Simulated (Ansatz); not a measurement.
# PtSe2 monolayer (2H): modes against biaxial strain in the plane of the sheet, part 3 of 3

Wanted: the shifts of the zone-centre modes of PtSe2 monolayer (2H) with strain.

Ansatz 0.2.0; DFT PBE, scalar-relativistic, plane waves, PAW; PAW set soft_1.

So far, highest optical mode at the zone centre (no LO-TO term) (cm⁻¹): step 5 (zone-centre response at rest) 192; step 7 (strain 5 %) 184.

## 8. A member of the series: biaxial strain of -3 % in the plane of the sheet

The cell takes a biaxial strain of -3 % in the plane of the sheet. The cell is held, and the atoms relax in it.

Contents of input.yaml:

```yaml
crystal:
  lattice:
    - [3.5265827077, 0.0, 0.0]
    - [-1.7632913538, 3.0541102134, 0.0]
    - [0.0, 0.0, 30.46]
  atoms:
    - { symbol: Pt, position: [0.3333333333, 0.6666666667, 0.3282994091] }
    - { symbol: Se, position: [0.6666666667, 0.3333333333, 0.3780927269] }
    - { symbol: Se, position: [0.6666666667, 0.3333333333, 0.2785060913] }
  periodic: [true, true, false]
kpoints:
  mp_grid: { grid: [15, 15, 1] }
hamiltonian:
  xc: pbe
  pseudopotentials: { kind: paw, azcp: { folder: soft_1 } }
scf:
  occupations: { method: methfessel_paxton, width: 0.2 }
output:
  forces: true
  stress: true
  eigenvalues: true
relax:
  adjacent_minimum: "off"
  f_tol: 0.001
  max_steps: 60
```

Run with:

```sh
$ ansatz run input.yaml --threads 4 --pin off --max-ram 16384MiB --backend cpu --events-out ev --progress --plain --runs-dir out
```

Numbers of over 12 decimals in the logs are rounded to 6 here.

What it wrote:

```text
[...]
Crystal: 3 atoms, lattice volume = 328.072 Å³
Basis set: ecut = 420 eV, 6371 PW (Γ), exchange–correlation on 48×48×432 points (8 copies of the dense FFT grid, shifted against one another)
Bands: 30, of which v1, the nominal top of the filled ones, is band 25 counted from 1 (24 counted from 0)
Symmetry: 12 space group operations
[...]
--- Relaxed structure (5 steps of the walk, 5 accepted, 0 SCFs on fresh bases) ---
  F+E_penalty+E_count = -23462.66832676 eV   max|allowed force component| = 4.743e-7 eV/Å
  cell:  # Å, volume = 328.0716 Å³
    - [3.526583, -2.8867519696919275e-11, 0.0]
    - [-1.763291, 3.054110, 0.0]
    - [0.0, 0.0, 30.46]
  atoms:
    - { symbol: Pt, position: [0.333333, 0.666667, 0.3282994091] }
    - { symbol: Se, position: [0.666667, 0.333333, 0.378810] }
    - { symbol: Se, position: [0.666667, 0.333333, 0.277789] }
[key lines of the parts left out:]
SCF converged after 4 iterations
Free energy (F): -23462.668327 eV
Fermi energy:    -4.739314 eV
P = ½ c Tr σ = 1.9330 N/m
```

It took 32 s on 4 threads of Arm Neoverse V1, shared host; peak memory 0.73 GiB.

Step by step:

```csv
step,energy less that of the first step (eV),largest force component (eV/Å)
1,0.0000,0.2485
2,-0.0032,0.1530
3,-0.0054,0.0028
4,-0.0054,0.0028
5,-0.0054,0.0000
```

Forces are held to the 12 operations that the run works with; a distortion that breaks them can't arise in this run.

The atoms that moved most (Å):

| atom | dx | dy | dz | length |
| --- | --- | --- | --- | --- |
| Se2 | 0.000 | 0.000 | 0.022 | 0.022 |
| Se3 | 0.000 | 0.000 | -0.022 | 0.022 |

Final coordinates:

```xyz
3
Lattice="3.5266 0.0000 0.0000 -1.7633 3.0541 0.0000 0.0000 0.0000 30.4600" Properties=species:S:1:pos:R:3
Pt    0.0000    2.0361   10.0000
Se    1.7633    1.0180   11.5385
Se    1.7633    1.0180    8.4615
```

This step gave:

```
area per atom : 3.59 Å²
```

The largest force component left is 4.7e-4 meV/Å.

## 9. Zone-centre modes of the member: biaxial strain of -3 % in the plane of the sheet

The zone-centre modes follow for biaxial strain of -3 % in the plane of the sheet.

input.yaml, the sections that differ from step 8:

```yaml
crystal:
  lattice:
    - [3.5265827077, 0.0, 0.0]
    - [-1.7632913538, 3.0541102134, 0.0]
    - [0.0, 0.0, 30.46]
  atoms:
    - { symbol: Pt, position: [0.3333333333, 0.6666666667, 0.3282994091] }
    - { symbol: Se, position: [0.6666666667, 0.3333333333, 0.3788096985] }
    - { symbol: Se, position: [0.6666666667, 0.3333333333, 0.2777891197] }
  periodic: [true, true, false]
output:
  eigenvalues: true
phonons:
  method: dfpt
# kpoints, hamiltonian, scf: as in step 8
# relax: removed
```

What it wrote:

```text
[...]
Crystal: 3 atoms, lattice volume = 328.072 Å³
Basis set: ecut = 420 eV, 6371 PW (Γ), exchange–correlation on 48×48×432 points (8 copies of the dense FFT grid, shifted against one another)
Bands: 30, of which v1, the nominal top of the filled ones, is band 25 counted from 1 (24 counted from 0)
Symmetry: 12 space group operations
[...]
k-point 63: bands = [... 21 lower, -8.0496, -7.4651, -6.7235, -5.5678, -4.5229, -3.4957, -0.4721, 1.6013, ... 1 higher]
  ° read free of the cell's end (the report's vacuum.weakly_bound_levels)
[...]
ASR residual: 2.789e-5 → 0.000e0 eV/Å²; symmetrization residual: 2.919e-5 eV/Å²
[...]
ASR residual per site (eV/Å²): 2.79e-5 2.14e-5 4.52e-6
  Γ frequencies (cm⁻¹): 0.00 0.00 0.00 104.31 104.31 128.73 128.73 139.35 194.94
[...]
[key lines of the parts left out:]
SCF converged after 11 iterations
Free energy (F): -23462.668327 eV
Fermi energy:    -4.739309 eV
```

Wall time 2.5 min (4 threads); peak memory 2.1 GiB.

Numbers from this step:

* sum-rule residual before enforcement: 2.79e-5 eV/Å²
* highest optical mode at the zone centre (no LO-TO term): 194.9 cm⁻¹
* lowest optical zone-centre mode: 104.3 cm⁻¹

Patterns of degenerate modes are one choice out of their space. The modes at Γ (shares of kinetic energy by element, %):

```
mode  frequency (cm⁻¹)  symmetry  Pt %  Se %
   1               0.0  acoustic    55    45
   2               0.0  acoustic    55    45
   3               0.0  acoustic    55    45
   4             104.3       E''     0   100
   5             104.3       E''     0   100
   6             128.7        E'    45    55
   7             128.7        E'    45    55
   8             139.3      A2''    45    55
   9             194.9       A1'     0   100
```

The lowest optical mode is real, 104 cm⁻¹, and the highest lies at 194.9 cm⁻¹.

## 10. All members side by side

The members are set side by side, also those not shown above.

Energies are extrapolated to zero smearing, and E0 is that at rest; the cell is clamped and the atoms are relaxed; all runs use 15×15×1 k points and Methfessel-Paxton smearing of 0.2 eV. State of the crystal along the series:

```
strain (%)  E - E0 (meV/atom)
        -3              12.12
        -2              5.004
        -1              1.064
         0                  0
         1              1.519
         2               5.32
         3              11.08
         4               18.5
         5               27.3
```

Optical modes are counted from below at rest and tracked from member to member by their patterns, and modes that stay within 0.3 cm⁻¹ of each other stand once; labels, where given, are those at rest; the cell is clamped and the atoms are relaxed; all runs use 15×15×1 k points and Methfessel-Paxton smearing of 0.2 eV. Optical modes along the series:

```
strain (%)  optical mode 1 E'' (cm⁻¹)  optical mode 2 E' (cm⁻¹)  optical mode 3 A2'' (cm⁻¹)  optical mode 4 A1' (cm⁻¹)
        -3                      104.3                     128.7                       139.3                      194.9
        -2                      104.2                     121.5                       137.5                      194.6
        -1                      103.5                     113.8                       134.5                      193.5
         0                      102.4                     106.6                       130.2                        192
         1                      101.2                     100.1                         125                      190.4
         2                      99.85                     94.26                       119.2                      188.5
         3                      98.53                     88.87                       113.2                      186.6
         4                      97.33                     83.33                         108                      184.9
         5                      96.26                     76.24                       104.3                      184.4
```

Value and slope at zero strain of a cubic (a lower polynomial where under five rows exist) through the rows within 2 % of rest. Slopes at rest:

| mode | frequency (cm⁻¹) | shift per percent of strain (cm⁻¹) |
| --- | --- | --- |
| optical mode 1 E'' | 102.4 | -1.16 |
| optical mode 2 E' | 106.6 | -6.9 |
| optical mode 3 A2'' | 130.2 | -4.78 |
| optical mode 4 A1' | 192 | -1.55 |

## 11. Outcome

```
members                                                          : 9
highest optical mode at the zone centre (no LO-TO term), at rest : 192.0 cm⁻¹
optical mode 1 E'', shift per percent                            : -1.16 cm⁻¹
optical mode 2 E', shift per percent                             : -6.90 cm⁻¹
optical mode 3 A2'', shift per percent                           : -4.78 cm⁻¹
optical mode 4 A1', shift per percent                            : -1.55 cm⁻¹
```

Within 2 % of rest optical mode 3 A2'' bends away from a straight line, so a single slope holds only near rest. The fastest shift in the table of slopes is -6.9 cm⁻¹ for each percent (optical mode 2 E'). These are harmonic frequencies at zero temperature: anharmonic shifts, linewidths and thermal expansion are left out. Spin-orbit coupling is left out, which can matter for the heavy elements here. With no gap, or one that is small against the smearing, the frequencies hang on the k mesh and the smearing, most of all near Kohn anomalies. A semilocal functional can close a gap that the real compound would have, so the metallic treatment may be an artefact of the level. The starting cell was built on a prototype and not taken from a measurement. Only the zone centre was solved, so an instability at another wavevector cannot show here.

[Logs are printed without paths, hosts, clocks, repeated set-up lines and the standing remarks that a program may print on its own settings, such as how far it seeks lower states.]

[Hosts, paths, dates, database ids (printed as entryN), source tags and the programs' standing remarks are cut or masked in the printed files.]
